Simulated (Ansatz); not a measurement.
# Cl-SiC-Cl chair monolayer in a perpendicular field, part 2 of 2

What dipole does a perpendicular field induce in the Cl-SiC-Cl chair monolayer, and does the gap follow? A positive field points along +c.

Ansatz 0.2.0; plane-wave DFT, PBE-D3(BJ), Ansatz PAW (set soft_1); PAW set soft_1.

So far, gap on the k-mesh (eV): step 2 (relaxation) 2.24.

## 3. Atoms held, field 0

A sawtooth potential applies the field, turning back in the middle of the vacuum. With the dipole correction the typed value is the field outside the slab. The induced dipole is small, so the SCF threshold is tight.

The cell differs from the one that the last finished run ended in (c 40.033 → 22.419 Å).

Contents of input.yaml:

```yaml
crystal:
  lattice:
    - [3.2499461834, 0.0, 0.0]
    - [-1.6249730917, 2.8145359558, 0.0]
    - [0.0, 0.0, 22.4194228868]
  atoms:
    - { symbol: Cl, position: [0.6666666667, 0.3333333333, 0.4014376305] }
    - { symbol: C, position: [0.6666666667, 0.3333333333, 0.4831070561] }
    - { symbol: Si, position: [0.3333333333, 0.6666666667, 0.5075240935] }
    - { symbol: Cl, position: [0.3333333333, 0.6666666667, 0.5985623695] }
kpoints:
  mp_grid: { grid: [18, 18, 1] }
  band_path:
    path: [[0, 0, 0], [0.5, 0, 0], [0.33333333, 0.33333333, 0], [0, 0, 0]]
    npoints: 16
hamiltonian:
  xc: pbe
  dispersion: d3bj
  pseudopotentials: { kind: paw, azcp: { folder: soft_1 } }
scf:
  occupations: { method: fermi_dirac, width: 0.02585 }
  convergence: { dr2_threshold: 1.0e-10 }
efield:
  axis: 3
  dipole_correction: true
  ramp_position: 0.97
  ramp_width: 0.06
  amplitude: 0
output:
  dos: { projected: true, e_range: [-6, 5] }
  write_potential: true
  write_density: true
  volumetric_format: npy
  elf: true
```

On the command line:

```
> ansatz run input.yaml --threads 2 --pin off --max-ram 3072MiB --backend cpu --events-out ev --progress --plain --runs-dir out
```

Numbers of over 12 decimals in the logs are rounded to 6 here.

The program printed:

```text
[...]
Crystal: 4 atoms, lattice volume = 205.072 Å³
Basis set: ecut = 420 eV, 4083 PW (Γ)
Bands: 15, of which v1, the nominal top of the filled ones, is band 11 counted from 1 (10 counted from 0)
Symmetry: 6 space group operations
[...]
k-points: 37 of 324 (time reversal used)
[...]
SCF iter   1: F=—  HF=-3048.765034 eV  |F-HF|=—  |Δ(HF+E_count)|=         —  Δρ=4.38e-2  dr2=4.36e0  ethr=3.10e-3  p=0.000 e·Å  D=1.43e-9 V/Å  ΔV_dip=-0.00 eV  dr2_dipole=8.11e-3  V_vac-E_F(+/−)=5.89/5.89 eV  ⟨swp⟩=11.6  Hψ=5122  notcnv=0
efield: sawtooth ramp at fractional position 0.9700 (set: `efield.ramp_position`, or a place that a band, a saddle search or an elastic batch's reference lends), width 0.0600; the density the first Hamiltonian is built on has a dipole p = 0.000 e·Å; the dipole correction subtracts the counter field D = 1.43e-9 V/Å, which shifts the + side's vacuum level by -0.00 eV against the − side's; the planar-averaged density in the ramp window peaks in size at 5.8e-7 e/Å³
[...]
SCF iter   2: F=—  HF=-3047.884561 eV  |F-HF|=—  |Δ(HF+E_count)|=   8.80e-1  Δρ=2.11e-2  dr2=1.48e0  ethr=3.10e-3  p=-0.068 e·Å  D=-5.98e-2 V/Å  ΔV_dip=1.34 eV  dr2_dipole=7.81e-2  V_vac-E_F(+/−)=4.66/3.32 eV  ⟨swp⟩=4.2  Hψ=1676  notcnv=0
[...]
SCF iter  13: F=-3047.559210 eV  HF=-3047.559210 eV  |F-HF|=9.64e-11  |Δ(HF+E_count)|=  2.27e-12  Δρ=7.93e-8  dr2=8.01e-11  ethr=1.00e-12  p=-0.009 e·Å  D=-7.88e-3 V/Å  ΔV_dip=0.18 eV  dr2_dipole=2.28e-11  V_vac-E_F(+/−)=4.47/4.29 eV  ⟨swp⟩=3.0  Hψ=1257  notcnv=0
SCF 1 converged in 13 iterations: F = -3047.559210 eV  dr2 = 8.01e-11
[...]
NSCF: frozen V_eff on 49 k-points
efield: sawtooth ramp at fractional position 0.9700 (kept from the solve that this one continues, or follows in the run), width 0.0600; the density the first Hamiltonian is built on has a dipole p = -0.009 e·Å; the dipole correction subtracts the counter field D = -7.88e-3 V/Å, which shifts the + side's vacuum level by +0.18 eV against the − side's; the planar-averaged density in the ramp window peaks in size at 2.1e-7 e/Å³
WARN: The output density's exchange-correlation potential varies sharply where the density is thin. Do not read a vacuum level from v_tot or v_xc, or from such a field of the output density. On a cell that repeats whose density bears no net charge and no dipole along the vacuum's axis use v_es (v_loc + v_h of the components); under efield.dipole_correction with no amplitude use v_es + v_field, which holds any externa [...]
SCF converged after 13 iterations
Free energy (F): -3047.559210 eV
[...]
Internal energy: -3047.559210 eV  (E = F + TS)
E sigma→0 (E₀):  -3047.559210 eV
Fermi energy:    -0.711548 eV
Dipole field:    D = -0.007885 V/Å  (p = -0.008936 e·Å, saw-weighted, corrected)
Work function:   Φ+ = 4.4678 eV   Φ− = 4.2910 eV
Levels:          The Fermi level and band energies are counted from a zero that moves with the ramp; work functions are not
[...]
--- Band table (eV; the first three rows and the last of 37) ---
  k-point 0: bands = [... 7 lower, -3.1109, -3.1109, -1.8466, -1.8466, 0.3893, 1.3161, 3.1195, 3.6650]
  k-point 1: bands = [... 7 lower, -3.2386, -3.1353, -1.9934, -1.8754, 0.4958, 1.4513, 3.1537, 3.6547]
  k-point 2: bands = [... 7 lower, -3.5826, -3.2050, -2.3830, -1.9560, 0.7055, 1.7837, 3.2321, 3.5621]
  k-point 36: bands = [... 7 lower, -5.7065, -5.1034, -4.4399, -4.3463, 2.1148, 3.1913, 3.6196, 5.2133]
```

Elapsed: 9.8 s, on 2 threads of Arm Neoverse V2, shared host; peak memory 0.45 GiB; 19 s of CPU time.

This step gave:

```yaml
dipole_along_the_normal: -0.008936 e·Å
gap_along_the_path: 2.236 eV
smallest_direct_gap_along_the_path: 2.236 eV
step_between_the_vacuum_levels: 0.1768 eV
ionisation_energy_upper_face: 5.603 eV
electron_affinity_upper_face: 3.367 eV
ionisation_energy_lower_face: 5.426 eV
gap_the_smaller_of_path_and_mesh: 2.236 eV
```

Running mean over a fixed 2.5 Å (it still follows the layers) of the planar mean; the ramp of the sawtooth is left out. Table of electron's electrostatic potential energy less the Fermi level by z:

```tsv
z (Å)	electron's electrostatic potential energy less the Fermi level (eV)
3	4.29
4	4.29
5	4.29
6	4.28
7	3.91
8	0.326
9	-2.25
10	-6.76
11	-7.71
12	-7.23
13	-3.76
14	-1.05
15	2.87
16	4.42
17	4.47
18	4.47
19	4.47
```

The density of states has structure finer than the step of the table below, so its rows give means over 0.25 eV, whole bins alone (the curve runs from -6 to 3.1 eV). Peaks (eV: height): -5.970: 5.28, -5.530: 4.85, -4.980: 8.05, -4.290: 5.95, -3.850: 3.93, -3.160: 3.74, 2.550: 9.20.

Table of density of states by energy, zero at the Fermi level of the run, which the smearing sets inside the gap; means over each step:

```tsv
energy (eV)	density of states (states/eV a cell)
-5.75	2.93
-5.50	2.69
-5.25	1.56
-5.00	3.56
-4.75	2.25
-4.50	1.84
-4.25	4.23
-4.00	1.93
-3.75	2.45
-3.50	2.08
-3.25	2.85
-3.00	2.59
-2.75	2.20
-2.50	2.07
-2.25	1.33
-2.00	1.96
-1.75	1.46
-1.50	1.10
-1.25	0.869
-1.00	0.00692
-0.75	0
-0.50	0
-0.25	0
0.00	0
0.25	0
0.50	0
0.75	0
1.00	0.00594
1.25	0.508
1.50	1.25
1.75	1.93
2.00	1.30
2.25	1.24
2.50	3.39
2.75	2.83
```

Projected DOS per atom over height of the atomic layer and energy from the Fermi level. Layers: Cl C Si Cl from below.

Ten even steps from '0' (0.00 states/eV) to '9' (1.56 states/eV), each cell a mean:
```
2430
4630
1220
1230
0010
0000
0000
0000
0000
0000
3100
5100
7101
5005
5008
5009
5006
9217
3305
4419
3523
4437
```
Columns: height of the atomic layer (Å) from 9 to 13.4 (not evenly spaced); rows upwards: energy from the Fermi level (eV) from -5.96 to 3.04.

Electronic bands along the path, in eV, zero at the Fermi level of the run, which the smearing sets inside the gap:

```tsv
point	band 8	band 9	band 10	band 11	band 12	band 13	band 14	band 15
Γ	-2.40	-2.40	-1.14	-1.14	1.10	2.03	3.83	4.38
halfway	-4.07	-3.08	-2.79	-1.57	1.75	2.50	4.24	5.17
M	-5.06	-4.42	-3.15	-1.93	1.23	2.54	3.78	5.68
halfway	-5.01	-4.30	-3.71	-2.67	2.58	2.93	4.13	5.30
K	-5.00	-4.39	-3.73	-3.63	2.83	3.90	4.33	5.92
halfway	-4.16	-3.54	-2.89	-2.01	2.10	3.54	4.15	4.44
Γ	-2.40	-2.40	-1.14	-1.14	1.10	2.03	3.83	4.38
```

Electrostatic potential energy in the ca plane at fractional y = 0.333, with atoms of Cl and C within 0.2 Å of it. With pseudopotentials it is smooth inside the atoms' cores, unlike the true potential.

Values in eV, 5 rows by 16 columns, each cell a mean:
```
  4   4   4   4   3 -13 -19 -12  -9   1   2   3   4   4   4   4
  4   4   4   4   2 -28 -35 -31 -23   2   3   4   4   4   4   4
  4   4   4   4   3 -14 -20 -13 -10   1   2   3   4   4   4   4
  4   4   4   4   4   3   1  -2  -8  -2  -3   2   4   4   4   4
  4   4   4   4   4   3   1  -2  -8  -2  -3   2   4   4   4   4
```
Columns run along c (16.0 Å, from fractional 0.14 to 0.85 of the cell; values clipped at the 3rd and 97th percentile), rows up along a (3.2 Å). Atoms in or near the plane, at fractional coordinates: Cl at (0.40, 0.67), C at (0.48, 0.67).

Valence density in the ca plane at fractional y = 0.333, with atoms of Cl and C within 0.2 Å of it. It is the smooth field of the valence electrons, not physical close to the nuclei.

Ten even steps from '0' (0.0 e/Å³) to '9' (1.6 e/Å³), each cell a mean:
```
00000000000000146632244310001100000000000000
00000000000000489975698410000000000000000000
00000000000001485796799510000000000000000000
00000000000000389974588410000000000000000000
00000000000000146531244210011100000000000000
00000000000000011100112111123210000000000000
00000000000000000000011111123320000000000000
00000000000000011110122210122210000000000000
```
Columns run along c (16.0 Å, from fractional 0.14 to 0.85 of the cell), rows up along a (3.2 Å). Atoms in or near the plane, at fractional coordinates: Cl at (0.40, 0.67), C at (0.48, 0.67).

ELF in the ca plane at fractional y = 0.333, with atoms of Cl and C within 0.2 Å of it. It is the smooth field of the valence electrons, not physical close to the nuclei.

Ten even steps from '0' (0.00) to '9' (0.90), each cell a mean:
```
00000000000015899974589841135542000000000000
00000000000025897777656740000000000000000000
00000000000025874378512640000000000000000000
00000000000025898777667740011110000000000000
00000000000014899963589841245652100000000000
00000000000001355521367632578985200000000000
00000000000000001000134433689986310000000000
00000000000001466531368632478985200000000000
```
Columns run along c (16.0 Å, from fractional 0.14 to 0.85 of the cell), rows up along a (3.2 Å). Atoms in or near the plane, at fractional coordinates: Cl at (0.40, 0.67), C at (0.48, 0.67).

The gap is 2.24 eV, with the valence edge 5.60 eV and the conduction edge 3.37 eV under the upper vacuum level.

## 4. Atoms held, field 0.1 V/Å

input.yaml: that of step 3 with these lines changed.

```diff
@@ -25,7 +25,6 @@
   dipole_correction: true
-  ramp_position: 0.97
-  ramp_width: 0.06
-  amplitude: 0
+  ramp_position: 0.9429
+  ramp_width: 0.1142
+  amplitude: 0.1
 output:
-  dos: { projected: true, e_range: [-6, 5] }
   write_potential: true
@@ -33,2 +32 @@
   volumetric_format: npy
-  elf: true
```

The program printed:

```text
[...]
Crystal: 4 atoms, lattice volume = 205.072 Å³
Basis set: ecut = 420 eV, 4083 PW (Γ)
Bands: 15, of which v1, the nominal top of the filled ones, is band 11 counted from 1 (10 counted from 0)
Symmetry: 6 space group operations
[...]
k-points: 37 of 324 (time reversal used)
[...]
--- Band table (eV; the first three rows and the last of 37) ---
  k-point 0: bands = [... 7 lower, -3.0878, -3.0878, -1.8655, -1.8655, 0.3709, 1.2976, 3.0507, 3.5265]
  k-point 1: bands = [... 7 lower, -3.2159, -3.1125, -2.0122, -1.8941, 0.4761, 1.4342, 3.0975, 3.5349]
  k-point 2: bands = [... 7 lower, -3.5608, -3.1832, -2.4018, -1.9741, 0.6836, 1.7696, 3.2236, 3.4771]
  k-point 36: bands = [... 7 lower, -5.6942, -5.0832, -4.4577, -4.3585, 2.0957, 3.1986, 3.6287, 5.2051]
[key lines of the parts left out:]
SCF converged after 13 iterations
Free energy (F): -3047.559732 eV
Fermi energy:    -0.729989 eV
Dipole field:    D = 0.017084 V/Å  (p = 0.019361 e·Å, saw-weighted, corrected)
```

Run time: 9.8 s. Hardware: 2 threads; peak memory 0.42 GiB; 19 s of CPU time.

The dipole is 0.0194 e·Å, 0.0283 e·Å from its value without field, and the gap 2.236 eV.

## 5. Single point, field -0.1 V/Å

input.yaml: that of step 4 with these lines changed.

```diff
@@ -27,3 +27,3 @@
   ramp_width: 0.1142
-  amplitude: 0.1
+  amplitude: -0.1
 output:
```

The program printed:

```text
[...]
Crystal: 4 atoms, lattice volume = 205.072 Å³
Basis set: ecut = 420 eV, 4083 PW (Γ)
Bands: 15, of which v1, the nominal top of the filled ones, is band 11 counted from 1 (10 counted from 0)
Symmetry: 6 space group operations
[...]
k-points: 37 of 324 (time reversal used)
[...]
--- Band table (eV; the first three rows and the last of 37) ---
  k-point 0: bands = [... 7 lower, -3.1347, -3.1347, -1.8279, -1.8279, 0.4059, 1.3303, 2.9807, 3.7374]
  k-point 1: bands = [... 7 lower, -3.2620, -3.1586, -1.9746, -1.8569, 0.5136, 1.4643, 3.0174, 3.7144]
  k-point 2: bands = [... 7 lower, -3.6051, -3.2275, -2.3643, -1.9379, 0.7252, 1.7940, 3.1104, 3.5836]
  k-point 36: bands = [... 7 lower, -5.7200, -5.1238, -4.4222, -4.3338, 2.1332, 3.1833, 3.6097, 5.2212]
[key lines of the parts left out:]
SCF converged after 12 iterations
Free energy (F): -3047.561518 eV
Fermi energy:    -0.694112 eV
Dipole field:    D = -0.032846 V/Å  (p = -0.037225 e·Å, saw-weighted, corrected)
```

It took 9.8 s on 2 threads; peak memory 0.42 GiB; 19 s of CPU time.

The dipole is -0.0372 e·Å, -0.0283 e·Å from its value without field, and the gap 2.234 eV.

## 6. Response, atoms held

This step: plane-wave DFT, PBE-D3(BJ), Ansatz PAW (set soft_1); response to a field along the normal, atoms held; PAW set soft_1 (Ansatz 0.2.0).

The dipoles give the slope, and the difference of two potentials shows where the field is screened.

Numbers from this step:

| Quantity | Value |
| --- | --- |
| equivalent conductor thickness p/(ε₀AE) | 5.597 Å |
| distance between the outer atoms | 4.419 Å |

Dipole of the cell against applied field:

```tsv
applied field (V/Å)	dipole of the cell (e·Å)
-0.1000	-0.0372
0.0000	-0.00894
0.1000	0.0194
```

Local field over the applied field, running mean. From the potentials at -0.1 and 0.1 V/Å; running mean over 2.5 Å. Local field over applied field against z:

```tsv
z (Å)	local field over applied field
4.5	1.000
5.0	0.999
5.5	0.997
6.0	0.990
6.5	0.963
7.0	0.887
7.5	0.734
8.0	0.553
8.5	0.385
9.0	0.244
9.5	0.154
10.0	0.111
10.5	0.122
11.0	0.153
11.5	0.154
12.0	0.137
12.5	0.152
13.0	0.188
13.5	0.266
14.0	0.409
14.5	0.586
15.0	0.764
15.5	0.900
16.0	0.968
16.5	0.991
17.0	0.998
17.5	0.999
18.0	1.000
```

The induced electron density oscillates, so the rows of the table below give means over windows of 0.5 Å about each position, cut where the curve ends. Its maxima inside the range that stand out by 2 % of the span (Å: e/Å³ per V/Å): 8.22: 0.00480, 9.57: -7.3e-5, 10.76: 0.00285, 12.41: 0.00199. Its minima: 9.12: -0.00108, 10.01: -7.4e-4, 11.51: -0.00329, 14.20: -0.00439.

Electrons, planar mean, per unit field. Table of induced electron density by z; means over each step:

```tsv
z (Å)	induced electron density (e/Å³ per V/Å)
4.5	5.8e-7
5.0	2.4e-6
5.5	1.0e-5
6.0	3.9e-5
6.5	1.5e-4
7.0	5.5e-4
7.5	0.00170
8.0	0.00389
8.5	0.00370
9.0	-1.9e-4
9.5	-3.0e-4
10.0	-5.9e-4
10.5	9.7e-4
11.0	9.7e-4
11.5	-0.00269
12.0	1.0e-4
12.5	0.00165
13.0	2.5e-4
13.5	-9.0e-4
14.0	-0.00375
14.5	-0.00341
15.0	-0.00149
15.5	-4.7e-4
16.0	-1.4e-4
16.5	-3.6e-5
17.0	-8.8e-6
17.5	-2.2e-6
18.0	-5.3e-7
```

The smaller of the gaps on the path and on the k-mesh, counted as 0 under 0.03 eV. The gap stays at 2.24 eV for applied field from -0.1 to 0.1 V/Å.

By hand: between -0.1 and 0.1 V/Å the dipole changes by 0.05659 e·Å, a slope of 0.2829 e·Å²/V. A perfect conductor of thickness t has p = ε₀AEt, so t = 180.95 × 0.2829 / 9.147 = 5.60 Å (e/ε₀ = 180.95 V·Å, A in Å²).

The induced dipole is that of a conductor 5.60 Å thick.

## 7. Outcome

| Property | Result |
| --- | --- |
| gap without field | 2.24 eV |
| ionisation energy, upper face | 5.60 eV |
| electron affinity, upper face | 3.37 eV |
| step between the vacuum levels | 0.177 eV |
| equivalent conductor thickness, atoms held | 5.60 Å |

What this shows: The induced dipole equals that of a perfect conductor 5.60 Å thick, while the outer atoms lie 4.42 Å apart; an out-of-plane ε follows only once a thickness t is chosen, by 1 − 1/ε = 5.60 Å / t. The two faces differ: the vacuum level above lies 0.18 eV higher than the one below. The gap stays within 0.01 eV of 2.24 eV over the fields run, up to 0.1 V/Å in size. Semilocal functionals give gaps that are too small, and excitons are not included.

[Logs are printed without paths, hosts, clocks, repeated set-up lines and the standing remarks that a program may print on its own settings, such as how far it seeks lower states.]

[Hosts, paths, dates, database ids (printed as entryN), source tags and the programs' standing remarks are cut or masked in the printed files.]

[Maps of the electrostatic potential energy from Ansatz leave out the sawtooth potential of an applied field or a dipole correction, so their vacuum need not be flat; planar profiles and work functions include it.]

[The density of states shown here was stored with 400 of the rows of the run's finer table, so its peaks can read low, often by over a quarter, or be missed, and its means over a window can be off by a tenth or more.]
